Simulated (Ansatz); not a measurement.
# KI (Fm-3m): phonons and vibrational spectra, part 2 of 3

How does KI (Fm-3m) vibrate, and is this structure a minimum?

Ansatz 0.2.0; DFT LDA, scalar-relativistic, plane waves, PAW.

So far. Step 4 (Tight relaxation): The forces vanish by symmetry and the pressure is 0.000 GPa, within the tolerances set. The cell now holds 39.61 Å³/atom. The relaxed cell has a = 6.817 Å (conventional setting).

### 5. Modes at Γ

The zone centre comes first: it holds the modes that light can see, as far as symmetry allows. The response to a homogeneous field gives the Born charges and the dielectric tensor.

Input file input.yaml:

```yaml
crystal:
  lattice:
    - [0.0, 3.4087163076, 3.4087163076]
    - [3.4087163076, 0.0, 3.4087163076]
    - [3.4087163076, 3.4087163076, 0.0]
  atoms:
    - { symbol: K, position: [0.0, 0.0, 0.0] }
    - { symbol: I, position: [0.5, 0.5, 0.5] }
kpoints:
  mp_grid: { grid: [8, 8, 8] }
hamiltonian:
  xc: lda
scf:
  occupations: { method: fixed }
output:
  eigenvalues: true
phonons:
  method: dfpt
  dielectric: true
  rigid_motions: translations
```

Started as:

```console
> ansatz run input.yaml --threads 4 --pin off --max-ram 7168MiB --backend cpu --events-out ev --progress --plain --runs-dir out
```

Numbers of over 12 decimals in the logs are rounded to 6 here.

Log:

```text
[...]
Crystal: 2 atoms, lattice volume = 79.214 Å³
Basis set: ecut = 420 eV, 1471 PW (Γ), exchange–correlation on 72×72×72 points (8 copies of the dense FFT grid, shifted against one another)
Bands: 17, of which v1, the nominal top of the filled ones, is band 13 counted from 1 (12 counted from 0)
Symmetry: 48 space group operations
k-points: 59 of 512 (irreducible under 8 space group operations, time reversal used)
[...]
SCF iter   1: F=—  HF=-8855.100087 eV  |F-HF|=—  |Δ(HF+E_count)|=         —  Δρ=4.69e-3  dr2=8.18e-3  ethr=1.77e-3  ⟨swp⟩=5.2  Hψ=4751  notcnv=0  defer=115
[...]
SCF iter   8: F=-8855.097171 eV  HF=-8855.097171 eV  |F-HF|=3.64e-12  |Δ(HF+E_count)|=  1.24e-10  Δρ=5.63e-8  dr2=6.14e-12  ethr=1.00e-12  ⟨swp⟩=6.8  Hψ=4307  notcnv=0
SCF 1 converged in 8 iterations: F = -8855.097171 eV  dr2 = 6.14e-12
[...]
DFPT response loops at Γ: preconditioner auto → none (the input reference at scf.mixing.eps_inf says where Resta's filter doesn't serve); β = 0.50; Broyden in place of MSR1
SCF converged after 8 iterations
Free energy (F): -8855.097171 eV
[...]
Internal energy: -8855.097171 eV  (E = F + TS)
E sigma→0 (E₀):  -8855.097171 eV
Fermi energy:    2.900639 eV
[...]
--- Band table (eV; the first three rows and the last of 59) ---
  k-point 0: bands = [... 9 lower, -7.8942, 2.9006, 2.9006, 2.9006, 6.7700, 9.1380, 9.1380, 9.1380]
  k-point 1: bands = [... 9 lower, -7.8062, 2.5659, 2.8261, 2.8261, 7.2130, 9.0719, 9.3261, 9.3261]
  k-point 2: bands = [... 9 lower, -7.6222, 1.9346, 2.6581, 2.6581, 7.9129, 9.3649, 9.8226, 9.8226]
  k-point 58: bands = [... 9 lower, -7.5696, 2.0063, 2.0063, 2.1291, 9.1790, 9.1790, 9.5838, 11.2370]
--- Phonons (Γ-DFPT): 2 representative perturbations + reference, on 59 of 512 k-points (Σ response iterations 6) ---
  k mesh reduced under 8 symmetry operations, with k and −k counted as one. Each operation leaves every solved perturbation unchanged. A smaller set is not considered because the run solves the response to a homogeneous field
  ASR residual: 5.900e-5 → 0.000e0 eV/Å²; symmetrization residual: 3.667e-6 eV/Å²
  ASR residual per site (eV/Å²): 2.93e-6 5.90e-5
  Γ frequencies (cm⁻¹): 0.00 0.00 0.00 114.88 114.88 114.88
  ε∞ (high-frequency dielectric tensor):
        3.121431    -0.000000     0.000000
        0.000000     3.121431    -0.000000
        0.000000     0.000000     3.121431
  ε⁰ (static dielectric tensor: ions relaxed, cell fixed):
        5.045571     0.000000     0.000000
        0.000000     5.045571     0.000000
       -0.000000     0.000000     5.045571
  ε⁰ − ε∞ (ionic part):
        1.924140     0.000000    -0.000000
        0.000000     1.924140     0.000000
       -0.000000     0.000000     1.924140
  softest optical mode at Γ: 114.88 cm⁻¹; the repairs (sum rule, projections) moved no ω² at Γ by more than (0.53 cm⁻¹)²
  Born effective charges Z* (e; rows j = field, columns β = displacement):
    site 0:
         1.10534    0.00000   -0.00000
        -0.00000    1.10534   -0.00000
        -0.00000   -0.00000    1.10534
    site 1:
        -1.10534   -0.00000    0.00000
         0.00000   -1.10534    0.00000
         0.00000    0.00000   -1.10534
  Z* charge neutrality: 2.509e-5 e pre-enforcement
  k-mesh period / interband length: 38.6 Å / 1.78 Å = 21.71 at k = (0.0000, 0.0000, 0.0000), direct gap 3.869 eV — 14 or more, which is no proof of convergence
  optical modes at Γ without the LO–TO term, one row a degenerate level:
      ω (cm⁻¹)  modes    IR ((D/Å)²/amu)
        114.88      3             2.8292
  optical modes at Γ + LO–TO along q̂ = [1.0000, 0.0000, 0.0000]:
      ω (cm⁻¹)  modes    IR ((D/Å)²/amu)
        114.88      2             1.8861
        146.05      1             0.9431
  optical modes at Γ + LO–TO along q̂ = [0.0000, 1.0000, 0.0000]:
      ω (cm⁻¹)  modes    IR ((D/Å)²/amu)
        114.88      2             1.8861
        146.05      1             0.9431
  optical modes at Γ + LO–TO along q̂ = [0.0000, 0.0000, 1.0000]:
      ω (cm⁻¹)  modes    IR ((D/Å)²/amu)
        114.88      2             1.8861
        146.05      1             0.9431
```

Wall time 10 s (4 threads of Arm Neoverse V2, shared host); peak memory 0.58 GiB.

Reading the cycles: dr2 is the Hartree energy of the density residual (eV), the measure of convergence; HF is the Harris–Foulkes estimate of the energy, which meets the free energy F at convergence.

This step gave:

```
sum-rule residual before enforcement                    : 5.90e-5 eV/Å²
miss of the charge sum rule                             : 2.51e-5 e
point group                                             : m-3m
highest optical mode at the zone centre (no LO-TO term) : 114.9 cm⁻¹
lowest optical zone-centre mode                         : 114.9 cm⁻¹
mean high-frequency dielectric constant                 : 3.121
largest Born charge (third of the trace)                : 1.105 e
mean static dielectric constant                         : 5.046
top of the zone-centre spectrum with the field          : 146.1 cm⁻¹
```

Without the LO-TO term. Patterns of degenerate modes are one choice out of their space. The modes at Γ (shares of kinetic energy by element, %):

| mode | frequency (cm⁻¹) | symmetry | K % | I % |
| --- | --- | --- | --- | --- |
| 1 | 0.0 | acoustic | 24 | 76 |
| 2 | 0.0 | acoustic | 24 | 76 |
| 3 | 0.0 | acoustic | 24 | 76 |
| 4 | 114.9 | T1u | 76 | 24 |
| 5 | 114.9 | T1u | 76 | 24 |
| 6 | 114.9 | T1u | 76 | 24 |

Displacements in mode 5 (114.9 cm⁻¹), the largest set to 1:
```
K1   1.00  0.00  0.00
I2  -0.31  0.00  0.00
```

Optical modes at the zone centre, without and with the macroscopic field of the longitudinal modes; each column is sorted by frequency, so a row need not hold one and the same mode. Modes with and without the field, by row:

| rank among optical modes | no field (cm⁻¹) | q along (1, 0, 0) (cm⁻¹) |
| --- | --- | --- |
| 1 | 114.9 | 114.9 |
| 2 | 114.9 | 114.9 |
| 3 | 114.9 | 146.1 |

Born charge (rows field, columns displacement) (e), principal values of the symmetric part by kind of site:

| atom | atoms with these values | low | middle | high | mean |
| --- | --- | --- | --- | --- | --- |
| K1 | 1 | 1.11 | 1.11 | 1.11 | 1.11 |
| I2 | 1 | -1.11 | -1.11 | -1.11 | -1.11 |

In full for K1:

```
1.11 0.00 0.00
0.00 1.11 0.00
0.00 0.00 1.11
```

High-frequency dielectric tensor:

```
3.12 0.00 0.00
0.00 3.12 0.00
0.00 0.00 3.12
```

Static dielectric tensor (ions relaxed, fixed cell):

```
5.05 0.00 0.00
0.00 5.05 0.00
0.00 0.00 5.05
```

Transverse modes. Infrared lines, with heights relative to the strongest:

| position (cm⁻¹) | label | relative intensity |
| --- | --- | --- |
| 115 | T1u | 100 |

Before it was imposed, the acoustic sum rule was missed by 5.9e-5 eV/Å² and the charge sum rule by 2.5e-5 e. Small misses are needed for a sound result but don't prove that mesh and cutoff are converged. The lowest optical mode is real, 115 cm⁻¹.

### 6. The dispersion

Stability and thermal properties need the whole zone. Linear response on a 4×4×4 q mesh gives force constants as far as a supercell of that size would, and the tensors from the zone-centre run are typed in so that the long-range dipole term is interpolated apart.

input.yaml, the sections that differ from step 5:

```yaml
phonons:
  method: dfpt
  qmesh: [4, 4, 4]
  temperatures: { t_max: 1000, t_step: 50 }
  qpath:
    path:
      - [[0.0, 0.0, 0.0], [0.5, 0.0, 0.5], [0.625, 0.25, 0.625]]
      - [[0.375, 0.375, 0.75], [0.0, 0.0, 0.0], [0.5, 0.5, 0.5], [0.5, 0.25, 0.75], [0.5, 0.0, 0.5]]
    npoints: 10
  non_analytic_term:
    high_frequency_dielectric_tensor: [[3.1214, 0.0, 0.0], [0.0, 3.1214, 0.0], [0.0, 0.0, 3.1214]]
    born_effective_charges:
      - { species: K, tensor: [[1.1053, 0.0, 0.0], [0.0, 1.1053, 0.0], [0.0, 0.0, 1.1053]] }
      - { species: I, tensor: [[-1.1053, 0.0, 0.0], [0.0, -1.1053, 0.0], [0.0, 0.0, -1.1053]] }
    source: "zone-centre run at this cell"
# crystal, kpoints, hamiltonian, scf, output: as in step 5
```

Log:

```text
[...]
Crystal: 2 atoms, lattice volume = 79.214 Å³
Basis set: ecut = 420 eV, 1471 PW (Γ), exchange–correlation on 72×72×72 points (8 copies of the dense FFT grid, shifted against one another)
Bands: 17, of which v1, the nominal top of the filled ones, is band 13 counted from 1 (12 counted from 0)
Symmetry: 48 space group operations
k-points: 29 of 512
[...]
SCF iter   1: F=—  HF=-8855.100036 eV  |F-HF|=—  |Δ(HF+E_count)|=         —  Δρ=4.68e-3  dr2=8.14e-3  ethr=1.77e-3  ⟨swp⟩=5.2  Hψ=2338  notcnv=0  defer=55
[...]
SCF iter   8: F=-8855.097171 eV  HF=-8855.097171 eV  |F-HF|=3.64e-12  |Δ(HF+E_count)|=  9.09e-11  Δρ=3.17e-8  dr2=1.97e-12  ethr=1.00e-12  ⟨swp⟩=8.1  Hψ=3395  notcnv=0
SCF 1 converged in 8 iterations: F = -8855.097171 eV  dr2 = 1.97e-12
[...]
NSCF: frozen V_eff on 29 k-points
[...]
DFPT response loops at q = (0, 0, 0) (fractional): preconditioner auto → none (the input reference at scf.mixing.eps_inf says where Resta's filter doesn't serve); β = 0.50; Broyden in place of MSR1
[...]
SCF converged after 8 iterations
Free energy (F): -8855.097171 eV
[...]
Internal energy: -8855.097171 eV  (E = F + TS)
E sigma→0 (E₀):  -8855.097171 eV
Fermi energy:    2.900638 eV
[...]
--- Band table (eV; the first three rows and the last of 29) ---
  k-point 0: bands = [... 9 lower, -7.8942, 2.9006, 2.9006, 2.9006, 6.7700, 9.1380, 9.1380, 9.1380]
  k-point 1: bands = [... 9 lower, -7.8062, 2.5659, 2.8261, 2.8261, 7.2130, 9.0719, 9.3261, 9.3261]
  k-point 2: bands = [... 9 lower, -7.6222, 1.9346, 2.6581, 2.6581, 7.9129, 9.3649, 9.8226, 9.8226]
  k-point 28: bands = [... 9 lower, -7.5696, 2.0063, 2.0063, 2.1291, 9.1790, 9.1790, 9.5838, 11.2370]
--- Phonons (Γ-DFPT): 2 representative perturbations + reference (Σ response iterations 6) ---
  ASR residual: 2.113e-5 → 0.000e0 eV/Å²; symmetrization residual: 3.065e-6 eV/Å²
  ASR residual per site (eV/Å²): 1.88e-6 2.11e-5
  Γ frequencies (cm⁻¹): 0.00 0.00 0.00 114.88 114.88 114.88
--- Phonons (arbitrary-q DFPT): 8 irreducible q on the 4×4×4 mesh ---
  q = [0.0000, 0.0000, 0.0000] (star 1, of the zone-centre solve; hermiticity 4.23e-6, symmetrization 4.72e-11): -0.00 0.00 0.00 114.88 114.88 114.88
  q = [0.0000, 0.0000, 0.2500] (star 8, 2 solved perturbations on 288 of 512 k-point pairs; hermiticity 4.05e-6, symmetrization 7.62e-12): 38.94 38.94 47.92 110.04 110.04 142.99
[...]
q = [0.0000, 0.2500, 0.2500] (star 6, 4 solved perturbations in 528 linear systems a pass and spin channel, the states on 164 of 512 k-point pairs; hermiticity 1.52e-6, symmetrization 3.35e-12): 20.88 20.88 66.27 116.91 116.91 123.76
[...]
sum rule: each row above includes the acoustic sum rule's correction from the zone centre's row sums; it moved no ω² by more than (0.21 cm⁻¹)²
  mesh force constants: q→R imaginary residual 5.90e-18; ASR residual 2.113e-5 → 0.000e0 eV/Å²; symmetrization residual 1.554e-15 eV/Å²
  interpolated dispersion: 63 rows × 6 modes
  density of states and harmonic sums: on the 16×16×16 q-mesh, interpolated from the force constants of a 4×4×4 supercell (with the dipole–dipole term of supplied tensors)
  largest difference from the sums on the solved wave vectors: F 1.50e-2 eV, S 1.89e-5 and C_V 3.97e-6 eV/K
  zero-point energy: 0.030865 eV/cell   skipped modes (ω ≤ 0): 3   left out of the sums: 1.22e-4 of the cell's modes: C_V's classical limit lies that fraction below 3 k_B per atom; for a crystal, a wire or a layer, F and S can be off by more, and a phonons.interpolated_qmesh denser along its periods is the remedy for the sampling
```

Wall time 2.3 min (4 threads); peak memory 1.7 GiB; 9 min of CPU time.

Numbers from this step:

- sum-rule residual before enforcement: 2.11e-5 eV/Å²
- lowest frequency on the path: 0 cm⁻¹
- highest frequency on the path or at a solved wavevector: 146 cm⁻¹
- mean frequency: 83 cm⁻¹
- Debye temperature (second moment): 169 K
- logarithmic mean frequency: 73.2 cm⁻¹
- lowest mode on the q mesh (acoustic modes at Γ apart): 20.88 cm⁻¹
- zero-point energy per atom: 15.43 meV
- heat capacity at 300 K: 24.55 J/(mol atoms K)
- vibrational entropy at 300 K: 51.23 J/(mol atoms K)
- edges of the widest gap between branches, on path and mesh: 70.2, 102.5 cm⁻¹

Frequencies (cm⁻¹) solved at each irreducible wavevector; negative means imaginary. Frequencies by wavevector, by row:

| q in reciprocal lattice units | star | mode 1 | mode 2 | mode 3 | mode 4 | mode 5 | mode 6 |
| --- | --- | --- | --- | --- | --- | --- | --- |
| 0 0 0 | 1 | 0 | 0 | 0 | 114.9 | 114.9 | 114.9 |
| 0 0 0.25 | 8 | 38.9 | 38.9 | 47.9 | 110 | 110 | 143 |
| 0 0 -0.5 | 4 | 58.8 | 58.8 | 70.2 | 102.8 | 102.8 | 138.9 |
| 0 0.25 0.25 | 6 | 20.9 | 20.9 | 66.3 | 116.9 | 116.9 | 123.8 |
| 0 0.25 -0.5 | 24 | 43.6 | 51.7 | 56.3 | 112 | 114.2 | 127.4 |
| 0 0.25 -0.25 | 12 | 33.1 | 58.8 | 67.5 | 102.6 | 119.4 | 128.1 |
| 0 -0.5 -0.5 | 3 | 27.8 | 27.8 | 47.2 | 118.7 | 118.7 | 124.2 |
| 0.25 -0.5 -0.25 | 6 | 40 | 40 | 62.5 | 111.5 | 121.6 | 121.6 |

Interpolated from a 4×4×4 q mesh, with the LO-TO term (at Γ the limit along the path; where Γ stands inside the path, tables give the limit on arrival). Phonon branches along the path, in cm⁻¹:

| point | branch 1 | branch 2 | branch 3 | branch 4 | branch 5 | branch 6 |
| --- | --- | --- | --- | --- | --- | --- |
| Γ | 0 | 0 | 0 | 115 | 115 | 146 |
| halfway | 21 | 21 | 66 | 117 | 117 | 124 |
| X | 28 | 28 | 47 | 119 | 119 | 124 |
| halfway | 33 | 37 | 46 | 117 | 119 | 124 |
| U | 44 | 44 | 53 | 113 | 121 | 123 |
| jump to K | 44 | 44 | 53 | 113 | 121 | 123 |
| halfway | 26 | 52 | 59 | 104 | 118 | 135 |
| Γ | 0 | 0 | 0 | 115 | 115 | 146 |
| halfway | 39 | 39 | 48 | 110 | 110 | 143 |
| L | 59 | 59 | 70 | 103 | 103 | 139 |
| halfway | 51 | 52 | 64 | 107 | 114 | 129 |
| W | 40 | 40 | 62 | 112 | 122 | 122 |
| halfway | 32 | 46 | 47 | 116 | 120 | 123 |
| X | 28 | 28 | 47 | 119 | 119 | 124 |

The phonon branches as a text plot (rows in cm⁻¹):

```
    143 |***                      *************
    137 |   *                   **             ******
    131 |    **                *                     **
    125 |      *    ***********                        *** ******
    119 |  **************************                  **********
    113 |**              **       ***********        ** ******
    106 |                  **   **           ***  ******
    100 |                    ***                ***
     94 |
     88 |
     82 |
     76 |
     70 |       *            **                 ****
     64 |      * *         **  *              **    ********
     58 |    **   **        *****            * ******       *
     52 |           *    ***    **            *      ***     *
     46 |   *        ******      *          **         **   *****
     40 |              *** **     **       **            ***  *
     33 |  *           *     **   **       *                ****
     27 |        ******        **   *     *                    **
     21 |      **                *  *    *
     15 | * ***                   ** *   *
      9 |  *                        **  *
      3 |**                          ***
         Γ           X  U|K            Γ         L        W     X
```

Tetrahedra on a 16×16×16 mesh, mean over bins of 2 cm-1. Interpolated from a 4×4×4 q mesh. Table of phonon density of states by wavenumber; read off at these points:

| wavenumber (cm⁻¹) | phonon density of states (1/cm⁻¹/cell) |
| --- | --- |
| 1.0 | 1.0e-5 |
| 5.0 | 2.3e-4 |
| 9.0 | 0.0017 |
| 13.0 | 0.0041 |
| 17.0 | 0.00793 |
| 21.0 | 0.0139 |
| 25.0 | 0.023 |
| 29.0 | 0.0436 |
| 33.0 | 0.0496 |
| 37.0 | 0.0567 |
| 41.0 | 0.0650 |
| 45.0 | 0.0727 |
| 49.0 | 0.0732 |
| 53.0 | 0.0765 |
| 57.0 | 0.102 |
| 61.0 | 0.0581 |
| 65.0 | 0.107 |
| 69.0 | 0.00596 |
| 73.0 | 0 |
| 75.0 | 0 |
| 79.0 | 0 |
| 83.0 | 0 |
| 87.0 | 0 |
| 91.0 | 0 |
| 95.0 | 0 |
| 99.0 | 0 |
| 103.0 | 0.0446 |
| 107.0 | 0.0949 |
| 111.0 | 0.114 |
| 115.0 | 0.130 |
| 117.0 | 0.155 |
| 119.0 | 0.121 |
| 123.0 | 0.117 |
| 127.0 | 0.0513 |
| 131.0 | 0.0410 |
| 135.0 | 0.0361 |
| 139.0 | 0.0287 |
| 143.0 | 0.0113 |
| 147.0 | 0 |

The partial phonon density of states has structure finer than the step of the table below, so its rows give means over 5 cm⁻¹, whole bins alone (the curve runs from -10 to 160 cm⁻¹). Peaks (cm⁻¹: height): I 56.4: 0.0822, 63.8: 0.0784, 116.3: 0.0243; K 116.3: 0.108.

Phonopy on the run's constants, 15x15x15 mesh, Gaussian sigma 2.0 cm-1. Interpolated from a 4×4×4 q mesh. Table of partial phonon density of states by wavenumber; means over each step; values in 1/cm⁻¹/cell:

| wavenumber (cm⁻¹) | I | K |
| --- | --- | --- |
| -5 | 1.5e-5 | 4.3e-6 |
| 0 | 1.1e-4 | 3.4e-5 |
| 5 | 4.4e-4 | 1.4e-4 |
| 10 | 0.00185 | 5.5e-4 |
| 15 | 0.00497 | 0.00144 |
| 20 | 0.00991 | 0.00278 |
| 25 | 0.0206 | 0.00553 |
| 30 | 0.0346 | 0.00883 |
| 35 | 0.0431 | 0.0101 |
| 40 | 0.0511 | 0.0108 |
| 45 | 0.0602 | 0.0109 |
| 50 | 0.0637 | 0.00877 |
| 55 | 0.0761 | 0.00600 |
| 60 | 0.0717 | 0.00362 |
| 65 | 0.0708 | 0.00252 |
| 70 | 0.0183 | 4.4e-4 |
| 75 | 2.5e-4 | 4.0e-6 |
| 80 | 0 | 0 |
| 85 | 0 | 0 |
| 90 | 0 | 0 |
| 95 | 1.0e-6 | 7.8e-5 |
| 100 | 3.9e-4 | 0.0116 |
| 105 | 0.00477 | 0.0676 |
| 110 | 0.0124 | 0.0923 |
| 115 | 0.0215 | 0.104 |
| 120 | 0.0176 | 0.0868 |
| 125 | 0.00719 | 0.0648 |
| 130 | 0.00256 | 0.0414 |
| 135 | 0.00233 | 0.0330 |
| 140 | 0.00243 | 0.0206 |
| 145 | 0.00117 | 0.00554 |
| 150 | 6.7e-5 | 2.5e-4 |
| 155 | 0 | 2.0e-7 |

Second derivatives of the energy by pair, one row for each kind of neighbour of each atom listed. Each entry sums the pair over the periodic images of the supercell that the q mesh stands for, and in a polar crystal it holds the long-range dipole part too. Force constants by pair, by row:

| atom | neighbour | distance (Å) | third of the trace (eV/Å²) | along the pair's line (eV/Å²) |
| --- | --- | --- | --- | --- |
| K1 | itself | 0 | 1.808 | – |
| K1 | I | 3.409 | -0.2809 | -0.7005 |
| K1 | K | 4.821 | -0.0032 | -0.1287 |
| K1 | I | 5.904 | -0.0015 | 0.0461 |
| K1 | K | 6.817 | -0.0229 | -0.0698 |
| I2 | itself | 0 | 1.827 | – |
| I2 | K | 3.409 | -0.2809 | -0.7005 |
| I2 | I | 4.821 | -0.0104 | -0.1021 |
| I2 | K | 5.904 | -0.0015 | 0.0461 |
| I2 | I | 6.817 | -0.01 | -0.0488 |

Harmonic thermodynamic functions per atom, from the density of states. Interpolated from a 4×4×4 q mesh. Thermodynamic functions, by row:

| T (K) | F_vib (meV/atom) | S (J/mol-atom/K) | C_V (J/mol-atom/K) |
| --- | --- | --- | --- |
| 0 | 15.43 | 0 | 0 |
| 50 | 13.05 | 12.03 | 15.77 |
| 100 | 3.16 | 25.31 | 21.8 |
| 200 | -32.22 | 41.36 | 24.08 |
| 300 | -80.53 | 51.23 | 24.55 |
| 400 | -137.5 | 58.32 | 24.72 |
| 500 | -200.9 | 63.85 | 24.8 |
| 600 | -269.5 | 68.37 | 24.84 |
| 700 | -342.4 | 72.2 | 24.87 |
| 800 | -419 | 75.53 | 24.89 |
| 900 | -498.8 | 78.46 | 24.9 |
| 1000 | -581.5 | 81.08 | 24.91 |

Harmonic mean-square displacement, third of the trace. Interpolated from a 4×4×4 q mesh. Mean square displacements, by row:

| T (K) | K1 U_eq (Å²) | I2 U_eq (Å²) |
| --- | --- | --- |
| 0 | 0.00467 | 0.0028 |
| 100 | 0.01147 | 0.01057 |
| 300 | 0.03179 | 0.03088 |
| 600 | 0.06306 | 0.0616 |

Symmetry leaves 8 wavevectors to solve. The lowest mode among them, the acoustic zeros apart, lies at q = (0, 0.25, 0.25) and is real, 20.9 cm⁻¹.

[end of part 2 of 3]

[Logs are printed without paths, hosts, clocks, repeated set-up lines and the standing remarks that a program may print on its own settings, such as how far it seeks lower states.]

[Hosts, paths, dates, database ids (printed as entryN), source tags and the programs' standing remarks are cut or masked in the printed files.]
